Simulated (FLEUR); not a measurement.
# Collinear magnetic orders of Eu with FLEUR

Does Eu prefer parallel or opposed moments?

Main program and level: FLEUR MaX-R8.1; LDA (VWN) with U = 3.6 eV on Eu f; all-electron FLAPW, Dirac cores, scalar-relativistic bands.

The database entry behind the starting cell differs from later determinations by our own check (about 0.5 % long), so it need not match the best structure at ambient conditions.

**1. Starting point**

Symmetry: Im-3m, No. 229, cubic system. Conventional cell: a = 4.606 Å, b = 4.606 Å, c = 4.606 Å, α = 90.00°, β = 90.00°, γ = 90.00°. Eu has 8 Eu at 3.99 Å nearest.

**2. Run 1 (ferro +)**

The parallel start comes first: it shows whether parallel moments hold. A Hubbard U acts on the open shell, since semilocal functionals spread its electrons too much.

The file n_mmp_mat seeds the f occupations with whole cubic orbitals by Hund's first rule, so that the U acts from the first pass. inpgen writes inp.xml from crystal.txt; cutoffs, mixing, functional, smearing and local orbitals are then set in the file. The k list default-1 (kpts.xml, not shown) is a Γ-centred 8×8×8 mesh; where the ranks do not divide the number of points, some are split in two of half the weight.

File inp.xml:

```
<?xml version="1.0" encoding="UTF-8" standalone="no"?>
<fleurInput fleurInputVersion="0.39">
   <comment>
      Eu
   </comment>
   <calculationSetup>
      <cutoffs Kmax="3.6" Gmax="10.8" GmaxXC="10.8" numbands="0"/>
      <scfLoop itmax="130" minDistance="0.0001" maxIterBroyd="15" imix="Anderson" alpha="0.05" precondParam="0.0" spinf="2.0" sdNocoIR="T"/>
      <coreElectrons ctail="T" frcor="F" kcrel="0" coretail_lmax="0"/>
      <xcFunctional name="vwn" relativisticCorrections="F"/>
      <magnetism jspins="2"/>
      <soc l_soc="F" theta="0.0" phi="0.0" spav="F"/>
      <expertModes spex="0" secvar="F"/>
      <geometryOptimization l_f="F" forcealpha="1.0" forcemix="BFGS" epsdisp="0.00001" epsforce="0.00001"/>
      <ldaU l_linMix="F" mixParam="0.05" spinf="1.0"/>
   </calculationSetup>
   <cell>
      <bzIntegration valenceElectrons="17.0" mode="hist" fermiSmearingEnergy="0.00110248">
         <kPointListSelection listName="default-1"/>
         <xi:include xmlns:xi="http://www.w3.org/2001/XInclude" href="kpts.xml"> </xi:include>
      </bzIntegration>
      <xi:include xmlns:xi="http://www.w3.org/2001/XInclude" href="sym.xml"> </xi:include>
      <bulkLattice scale="1.0">
         <bravaisMatrix>
            <row-1>   -4.3520392649537998     4.3520392649537998     4.3520392649537998</row-1>
            <row-2>    4.3520392649537998    -4.3520392649537998     4.3520392649537998</row-2>
            <row-3>    4.3520392649537998     4.3520392649537998    -4.3520392649537998</row-3>
         </bravaisMatrix>
      </bulkLattice>
   </cell>
   <atomSpecies>
      <species name="Europium (7.000" element="Eu" atomicNumber="63">
         <mtSphere radius="2.8" gridPoints="925" logIncrement="0.014"/>
         <atomicCutoffs lmax="10" lnonsphr="8"/>
         <electronConfig flipSpins="F">
            <coreConfig>(1s1/2) (2s1/2) (2p1/2) (2p3/2) (3s1/2) (3p1/2) (3p3/2) (4s1/2) (3d3/2) (3d5/2) (4p1/2) (4p3/2) (4d3/2) (4d5/2)</coreConfig>
            <valenceConfig>(5s1/2) (5p1/2) (5p3/2) (6s1/2) (4f5/2) (4f7/2)</valenceConfig>
            <stateOccupation state="(4f5/2)" spinUp="3.0" spinDown="0.0"/>
            <stateOccupation state="(4f7/2)" spinUp="4.0" spinDown="0.0"/>
         </electronConfig>
         <energyParameters s="6" p="6" d="5" f="4"/>
         <ldaU l="3" U="3.6" J="0.0" l_amf="F"/>
         <lo type="SCLO" l="0" n="5" eDeriv="0"/>
         <lo type="SCLO" l="1" n="5" eDeriv="0"/>
      </species>
   </atomSpecies>
   <atomGroups>
      <atomGroup species="Europium (7.000">
         <relPos label="                   1">.0000000000 .0000000000 .0000000000</relPos>
         <force calculate="T" relaxXYZ="TTT"/>
      </atomGroup>
   </atomGroups>
   <output dos="F" band="F" slice="F">
      <bandDOS minEnergy="-.5*Htr" maxEnergy="0.5*Htr" sigma="0.015" storeEVData="T"/>
      <plotting iplot="0" polar="F">
         <plot TwoD="T" vec1="  1.0  0.0  0.0" vec2="  0.0  1.0  0.0" vec3="  0.0  0.0  1.0" zero="  0.0  0.0  0.0" file="plot"/>
      </plotting>
      <moessbauerParams electricFieldGradient="F" isomerShift="F" coreHyperfine="F" valenceHyperfine="F"/>
   </output>
</fleurInput>
```

File crystal.txt:

```
Eu
&input film=F cartesian=F /
-2.30300000000  2.30300000000  2.30300000000
2.30300000000  -2.30300000000  2.30300000000
2.30300000000  2.30300000000  -2.30300000000
1.8897261246
1.0 1.0 1.0

1
63 0.00000000000  0.00000000000  0.00000000000 : 7.000

&kpt div1=8 div2=8 div3=8 gamma=T /
```

Launch:

```console
> OMP_NUM_THREADS=1 inpgen -f crystal.txt > inpgen.log  # inp.xml is then edited as shown
> OMP_NUM_THREADS=1 mpirun -n 4 fleur_MPI > fleur.log
```

What it wrote:

```text
Welcome to FLEUR        (www.flapw.de)
      MaX-Release 8.1          (www.max-centre.eu)

 ========== k-point set info ==========
 Selected k-point list: default-1
 k-point list type: mesh
 0 x 0 x 0
 Number of k points: 32

 ------------Calculation Setup---------------------------
 Number of MPI-tasks      :            4
 Number of PE/node        :            4
 Number of OMP-threads    :            1
 k-points in parallel     :            4
 pe's per k-point         :            1
 No of k-point loops      :            8
 Eigenvalue solver        :       lapack
 Number of basis functions:          282
 Approximate size of matrices (H+S) per k-point:         0.001 GB
 --------------------------------------------------------
 Iteration:     1   Distance:       3.24485699 me/bohr^3
 Iteration:     2   Distance:       2.97614485 me/bohr^3
 Iteration:     3   Distance:       1.63130940 me/bohr^3
 Iteration:     4   Distance:       0.64175316 me/bohr^3
 Iteration:     5   Distance:       0.15691947 me/bohr^3
 Iteration:     6   Distance:       0.04923759 me/bohr^3
 Iteration:     7   Distance:       0.04980019 me/bohr^3
 Iteration:     8   Distance:       0.01154891 me/bohr^3
 Iteration:     9   Distance:       0.01670940 me/bohr^3
 Iteration:    10   Distance:       0.00173322 me/bohr^3
 Iteration:    11   Distance:       0.00074399 me/bohr^3
 Iteration:    12   Distance:       0.00014718 me/bohr^3
 Iteration:    13   Distance:       0.00001041 me/bohr^3

 ********************************************************************
 Run finished successfully
 Stop message:
   all done
 ********************************************************************

--- out.xml (last complete iteration) ---
<iteration numberForCurrentRun="   13" overallNumber="   13">
         [... left out ...]
         <bandgap value="0.0020005964" units="eV"/>
         <sumValenceSingleParticleEnergies value="-4.5937566090" units="Htr"/>
         <FermiEnergy value="0.1762114562" units="Htr"/>
         <valenceDensity>
            <mtCharges spin="1">
               <mtCharge atomType="1" total="11.0248086" s="1.0863229" p="2.9059397" d="0.1700085" f="6.8624260"/>
            </mtCharges>
            <mtCharges spin="2">
               <mtCharge atomType="1" total="4.0336133" s="1.0764705" p="2.8697934" d="0.0865526" f="0.0007608"/>
            </mtCharges>
            <spinDependentCharge spin="1" total="12.1265501" interstitial="1.1017415" mtSpheres="11.0248086"/>
            <spinDependentCharge spin="2" total="4.8734499" interstitial="0.8398365" mtSpheres="4.0336133"/>
            <totalCharge value="17.0000000000"/>
         </valenceDensity>
         [... left out ...]
         <allElectronCharges>
            <spinDependentCharge spin="1" total="35.1265501" interstitial="1.1017506" mtSpheres="34.0247996"/>
            <spinDependentCharge spin="2" total="27.8734499" interstitial="0.8398476" mtSpheres="27.0336023"/>
            <totalCharge value="62.9999999922"/>
         </allElectronCharges>
         <magneticMomentsInMTSpheres units="muBohr">
            <globalMagMoment atomType="1" vec="0.00000   0.00000   6.99120"/>
            <localMagMoment atomType="1" vec="0.00000   0.00000   6.99120"/>
         </magneticMomentsInMTSpheres>
         <moessbauerParams unitsHFF="kG" unitsIS="e/bohr^3" unitsEFG="Htr/bohr^2">
         </moessbauerParams>
         <totalEnergy value="   -10845.1097862484" units="Htr">
            <sumOfEigenvalues value="    -6677.4583499264">
               <coreElectrons value="-6672.8645933175"/>
               <valenceElectrons value="-4.5937566090"/>
            </sumOfEigenvalues>
            <densityCoulombPotentialIntegral value="-18153.6964772546"/>
            <densityEffectivePotentialIntegral value="-18467.1571367355"/>
            <chargeDenXCDenIntegral value="-236.2354417393"/>
            <FockExchangeEnergyValence value="0.0000000000"/>
            <FockExchangeEnergyCore value="0.0000000000"/>
            <atomTypeDependentContributions atomType="1">
               <electronNucleiInteractionDifferentMTs value="13296.9126593324"/>
               <MadelungTerm value="-25.2572540955"/>
            </atomTypeDependentContributions>
            <dftUCorrection value="-0.4450207371"/>
            <tkbTimesEntropy value="0.0001405846"/>
            <freeEnergy value="-10845.1099268330"/>
            <extrapolationTo0K value="-10845.1098565407"/>
         </totalEnergy>
         <ldaUDensityMatrix>
            <densityMatrixFor spin="1" atomType="1" uIndex="1" l="3" U="3.60000000" J="0.00000000">
               (+0.98059,+0.00000) (+0.00000,+0.00000) (+0.00000,+0.00000) (+0.00000,+0.00000) (+0.00155,+0.00000) (+0.00000,+0.00000) (+0.00000,+0.00000)
               (+0.00000,+0.00000) (+0.97994,+0.00000) (+0.00000,+0.00000) (+0.00000,+0.00000) (+0.00000,+0.00000) (-0.00134,+0.00000) (+0.00000,+0.00000)
               (+0.00000,+0.00000) (+0.00000,+0.00000) (+0.97979,+0.00000) (+0.00000,+0.00000) (+0.00000,+0.00000) (+0.00000,+0.00000) (+0.00155,+0.00000)
               (+0.00000,+0.00000) (+0.00000,+0.00000) (+0.00000,+0.00000) (+0.98179,+0.00000) (+0.00000,+0.00000) (+0.00000,+0.00000) (+0.00000,+0.00000)
               (+0.00155,+0.00000) (+0.00000,+0.00000) (+0.00000,+0.00000) (+0.00000,+0.00000) (+0.97979,+0.00000) (+0.00000,+0.00000) (+0.00000,+0.00000)
               (+0.00000,+0.00000) (-0.00134,+0.00000) (+0.00000,+0.00000) (+0.00000,+0.00000) (+0.00000,+0.00000) (+0.97994,+0.00000) (+0.00000,+0.00000)
               (+0.00000,+0.00000) (+0.00000,+0.00000) (+0.00155,+0.00000) (+0.00000,+0.00000) (+0.00000,+0.00000) (+0.00000,+0.00000) (+0.98059,+0.00000)
            </densityMatrixFor>
            <densityMatrixFor spin="2" atomType="1" uIndex="1" l="3" U="3.60000000" J="0.00000000">
               (+0.00012,+0.00000) (+0.00000,+0.00000) (+0.00000,+0.00000) (+0.00000,+0.00000) (+0.00006,+0.00000) (+0.00000,+0.00000) (+0.00000,+0.00000)
               (+0.00000,+0.00000) (+0.00009,+0.00000) (+0.00000,+0.00000) (+0.00000,+0.00000) (+0.00000,+0.00000) (-0.00005,+0.00000) (+0.00000,+0.00000)
               (+0.00000,+0.00000) (+0.00000,+0.00000) (+0.00009,+0.00000) (+0.00000,+0.00000) (+0.00000,+0.00000) (+0.00000,+0.00000) (+0.00006,+0.00000)
               (+0.00000,+0.00000) (+0.00000,+0.00000) (+0.00000,+0.00000) (+0.00016,+0.00000) (+0.00000,+0.00000) (+0.00000,+0.00000) (+0.00000,+0.00000)
               (+0.00006,+0.00000) (+0.00000,+0.00000) (+0.00000,+0.00000) (+0.00000,+0.00000) (+0.00009,+0.00000) (+0.00000,+0.00000) (+0.00000,+0.00000)
               (+0.00000,+0.00000) (-0.00005,+0.00000) (+0.00000,+0.00000) (+0.00000,+0.00000) (+0.00000,+0.00000) (+0.00009,+0.00000) (+0.00000,+0.00000)
               (+0.00000,+0.00000) (+0.00000,+0.00000) (+0.00006,+0.00000) (+0.00000,+0.00000) (+0.00000,+0.00000) (+0.00000,+0.00000) (+0.00012,+0.00000)
            </densityMatrixFor>
         </ldaUDensityMatrix>
         <ldaUDensityMatrixConvergence>
            <distance spin="1" distance="0.000000"/>
            <distance spin="2" distance="0.000000"/>
         </ldaUDensityMatrixConvergence>
         <densityConvergence units="me/bohr^3">
            <chargeDensity spin="1" distance="0.0000091284"/>
            <chargeDensity spin="2" distance="0.0000038856"/>
            <overallChargeDensity distance="0.0000094026"/>
            <spinDensity distance="0.0000104137"/>
         </densityConvergence>
      </iteration>
```

Elapsed: 30 s, on 4 MPI ranks of Intel Xeon at 2.50GHz (Skylake/Cascade Lake), shared host; peak memory 0.21 GiB; 99 s of CPU time.

This step gave:

```
free energy                                                       : -295110.4751 eV
program's band gap on this mesh (in a metal only a level spacing) : 0.002001 eV
magnetization                                                     : 7.253 μB
final state                                                       : ferromagnetic
largest moment                                                    : 6.991 μB
```

After 13 cycles the largest moment stands at 6.99 μB.

**3. Order 2, typed as antiferro q=(1/2,1/2,1/2) +-**

An opposed order shows whether neighbours prefer unlike signs.

The cell is doubled to 2 atoms to hold this order. The mesh is halved along the doubled vector, so that both cells sample the same points. The k list default-1 (kpts.xml, not shown) is a Γ-centred 4×8×8 mesh.

Edit inp.xml of step 2 so:

```diff
@@ -17,3 +17,3 @@
    <cell>
-      <bzIntegration valenceElectrons="17.0" mode="hist" fermiSmearingEnergy="0.00110248">
+      <bzIntegration valenceElectrons="34.0" mode="hist" fermiSmearingEnergy="0.00110248">
          <kPointListSelection listName="default-1"/>
@@ -24,5 +24,5 @@
          <bravaisMatrix>
-            <row-1>   -4.3520392649537998     4.3520392649537998     4.3520392649537998</row-1>
-            <row-2>    4.3520392649537998    -4.3520392649537998     4.3520392649537998</row-2>
-            <row-3>    4.3520392649537998     4.3520392649537998    -4.3520392649537998</row-3>
+            <row-1>   -8.7040785299075996     8.7040785299075996     8.7040785299075996</row-1>
+            <row-2>    0.0000000000000000     0.0000000000000000     8.7040785299075996</row-2>
+            <row-3>    0.0000000000000000     8.7040785299075996     0.0000000000000000</row-3>
          </bravaisMatrix>
@@ -45,2 +45,16 @@
       </species>
+      <species name="Europium (-7.000" element="Eu" atomicNumber="63">
+         <mtSphere radius="2.8" gridPoints="925" logIncrement="0.014"/>
+         <atomicCutoffs lmax="10" lnonsphr="8"/>
+         <electronConfig flipSpins="F">
+            <coreConfig>(1s1/2) (2s1/2) (2p1/2) (2p3/2) (3s1/2) (3p1/2) (3p3/2) (4s1/2) (3d3/2) (3d5/2) (4p1/2) (4p3/2) (4d3/2) (4d5/2)</coreConfig>
+            <valenceConfig>(5s1/2) (5p1/2) (5p3/2) (6s1/2) (4f5/2) (4f7/2)</valenceConfig>
+            <stateOccupation state="(4f5/2)" spinUp="0.0" spinDown="3.0"/>
+            <stateOccupation state="(4f7/2)" spinUp="0.0" spinDown="4.0"/>
+         </electronConfig>
+         <energyParameters s="6" p="6" d="5" f="4"/>
+         <ldaU l="3" U="3.6" J="0.0" l_amf="F"/>
+         <lo type="SCLO" l="0" n="5" eDeriv="0"/>
+         <lo type="SCLO" l="1" n="5" eDeriv="0"/>
+      </species>
    </atomSpecies>
@@ -49,2 +63,6 @@
          <relPos label="                   1">.0000000000 .0000000000 .0000000000</relPos>
+         <force calculate="T" relaxXYZ="TTT"/>
+      </atomGroup>
+      <atomGroup species="Europium (-7.000">
+         <relPos label="                   2">1.000/2.000 .0000000000 .0000000000</relPos>
          <force calculate="T" relaxXYZ="TTT"/>
```

File crystal.txt:

```
Eu
&input film=F cartesian=F /
-4.60600000000  4.60600000000  4.60600000000
0.00000000000  0.00000000000  4.60600000000
0.00000000000  4.60600000000  0.00000000000
1.8897261246
1.0 1.0 1.0

2
63 0.00000000000  0.00000000000  0.00000000000 : 7.000
63 0.50000000000  0.00000000000  0.00000000000 : -7.000

&kpt div1=4 div2=8 div3=8 gamma=T /
```

What it wrote:

```text
[banner, memory and clock lines left out]
Welcome to FLEUR        (www.flapw.de)
      MaX-Release 8.1          (www.max-centre.eu)

 ========== k-point set info ==========
 Selected k-point list: default-1
 k-point list type: mesh
 0 x 0 x 0
 Number of k points: 36

 ------------Calculation Setup---------------------------
 Number of PE/node        :            4
 Number of OMP-threads    :            1
 k-points in parallel     :            4
 pe's per k-point         :            1
 No of k-point loops      :            9
 Eigenvalue solver        :       lapack
 Number of basis functions:          564
 Approximate size of matrices (H+S) per k-point:         0.005 GB
 Iteration:     1   Distance:       3.17017195 me/bohr^3
 Iteration:     2   Distance:       2.92003067 me/bohr^3
 Iteration:     3   Distance:       1.56859641 me/bohr^3
 Iteration:     4   Distance:       0.51453637 me/bohr^3
 Iteration:     5   Distance:       0.07931345 me/bohr^3
 Iteration:     6   Distance:       0.02774283 me/bohr^3
 Iteration:     7   Distance:       0.02074464 me/bohr^3
 Iteration:     8   Distance:       0.00217179 me/bohr^3
 Iteration:     9   Distance:       0.00044468 me/bohr^3
 Iteration:    10   Distance:       0.00038524 me/bohr^3
 Iteration:    11   Distance:       0.00005244 me/bohr^3

 ********************************************************************
 Run finished successfully
 Stop message:
   all done
 ********************************************************************

--- out.xml (last complete iteration) ---
<iteration numberForCurrentRun="   11" overallNumber="   11">
         [... left out ...]
         <bandgap value="0.0000000000" units="eV"/>
         <sumValenceSingleParticleEnergies value="-9.1530026846" units="Htr"/>
         <FermiEnergy value="0.1719071996" units="Htr"/>
         <valenceDensity>
            <mtCharges spin="1">
               <mtCharge atomType="1" total="11.0099370" s="1.0909190" p="2.9020280" d="0.1490538" f="6.8678888"/>
               <mtCharge atomType="2" total="4.0503592" s="1.0746713" p="2.8723850" d="0.1019152" f="0.0012877"/>
            </mtCharges>
            <mtCharges spin="2">
               <mtCharge atomType="1" total="4.0503592" s="1.0746713" p="2.8723850" d="0.1019152" f="0.0012877"/>
               <mtCharge atomType="2" total="11.0099370" s="1.0909190" p="2.9020280" d="0.1490538" f="6.8678888"/>
            </mtCharges>
            <spinDependentCharge spin="1" total="17.0000000" interstitial="1.9397037" mtSpheres="15.0602963"/>
            <spinDependentCharge spin="2" total="17.0000000" interstitial="1.9397037" mtSpheres="15.0602963"/>
            <totalCharge value="34.0000000000"/>
         </valenceDensity>
         [... left out ...]
         <magneticMomentsInMTSpheres units="muBohr">
            <globalMagMoment atomType="1" vec="0.00000   0.00000   6.95958"/>
            <localMagMoment atomType="1" vec="0.00000   0.00000   6.95958"/>
            <globalMagMoment atomType="2" vec="0.00000   0.00000  -6.95958"/>
            <localMagMoment atomType="2" vec="0.00000   0.00000  -6.95958"/>
         </magneticMomentsInMTSpheres>
         [... left out ...]
         <totalEnergy value="   -21690.2182725280" units="Htr">
            <sumOfEigenvalues value="   -13354.6976709640">
               <coreElectrons value="-13345.5446682794"/>
               <valenceElectrons value="-9.1530026846"/>
            </sumOfEigenvalues>
            <densityCoulombPotentialIntegral value="-36307.1773223004"/>
            <densityEffectivePotentialIntegral value="-36934.1031207464"/>
            <chargeDenXCDenIntegral value="-472.4744165090"/>
            <FockExchangeEnergyValence value="0.0000000000"/>
            <FockExchangeEnergyCore value="0.0000000000"/>
         [... left out ...]
            <dftUCorrection value="-0.8914582343"/>
            <tkbTimesEntropy value="0.0001999177"/>
            <freeEnergy value="-21690.2184724457"/>
            <extrapolationTo0K value="-21690.2183724869"/>
         </totalEnergy>
         [... left out ...]
         <ldaUDensityMatrixConvergence>
            <distance spin="1" distance="0.000001"/>
            <distance spin="2" distance="0.000001"/>
         </ldaUDensityMatrixConvergence>
         <densityConvergence units="me/bohr^3">
            <chargeDensity spin="1" distance="0.0000315510"/>
            <chargeDensity spin="2" distance="0.0000315512"/>
            <overallChargeDensity distance="0.0000524358"/>
            <spinDensity distance="0.0000351051"/>
         </densityConvergence>
      </iteration>
```

The job ended after 1.8 min (4 MPI ranks; peak memory 0.31 GiB; 5.8 min of CPU time).

This step gave:

```yaml
free_energy: -590220.9126 eV
program_s_band_gap_on_this_mesh_in_a_metal_only_a_level_spacing: 0 eV
magnetization: 0 μB
final_state: antiferromagnetic
largest_moment: 6.960 μB
```

It lies 18.8 meV a seeded atom over the first start, and its largest moment is 6.96 μB against 6.99 μB.

[end of part 1 of 2]

[Logs and program files are shortened in this print: banners, set-up blocks, solver, clock and traceback lines can be left out without a mark of their own.]

[Logs are printed without paths, hosts, clocks, repeated set-up lines and the standing remarks that a program may print on its own settings, such as how far it seeks lower states.]

[Hosts, paths, dates, database ids (printed as entryN), source tags and the programs' standing remarks are cut or masked in the printed files.]

[Where a cell is said to come from a database of computed structures, the database is the Materials Project.]
